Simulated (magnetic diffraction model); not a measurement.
## Magnetic neutron pattern of LaTi3Fe

Space group I4mm (no. 107), a = 4.2270 Å, c = 9.8780 Å.

```csv
site,atom,x,y,z
2a,La,0,0,0.0033
2a,Fe,1/2,1/2,0.1680
4b,Ti,0,1/2,0.2623
2a,Ti,0,0,0.4245
```

The compound is invented for this exercise: a known structure type with other elements, its cell scaled to their sizes and not relaxed.

Only Fe is taken to order (form factors of Fe2+); orders and moment sizes are assumed, and not adapted to the symmetry. Radiation: neutrons of λ = 4.2 Å, 3° to 90°; isotropic B of 0.3 Å² (La), 0.44 Å² (Fe) and 0.33 Å² (Ti). Simulated constant-wavelength pattern: nuclear and magnetic terms add, the magnetic one as |2.695 fm × Σ f S⊥ exp(2πi Q·r) exp(−B s²)|², summed over all Q at one angle with the factor 1/(sin²θ cos θ). For collinear order S is the moment m, which repeats by lattice and centring translations R with the sign exp(−2πi k·R). Free-ion form factors, Sears's scattering lengths of 1992, no absorption; a label names one of the reflections at its angle. The strongest nuclear line in the range is 100, and lines under 0.2 are left out.

Assume the order k = (0 0 1), collinear moments along [010], 1.07 μB on Fe.

Predict the pattern, nuclear and magnetic parts apart.

```csv
2θ (°),index,nuclear,magnetic
24.55,(0 0 1),0.0,7.2
50.33,(0 0 2),53.1,0.0
59.58,(1 0 0),0.0,1.2
65.42,(1 0 1),88.3,0.0
79.25,(0 0 3),0.0,0.7
81.67,(1 0 2),0.0,1.8
89.27,(1 1 0),100.0,0.0
```

The strongest magnetic line in the range is (0 0 1) at 24.55° (7.2). On top of the Lorentz factor, which all lines share, magnetic lines fade with angle because f falls: for Fe2+ it is 0.90, 0.68, 0.45 and 0.15 at sin θ/λ = 0.1, 0.2, 0.3 and 0.5 Å⁻¹, while nuclear lengths stay constant. The order has no net moment.

[Logs are printed without paths, hosts, clocks, repeated set-up lines and the standing remarks that a program may print on its own settings, such as how far it seeks lower states.]
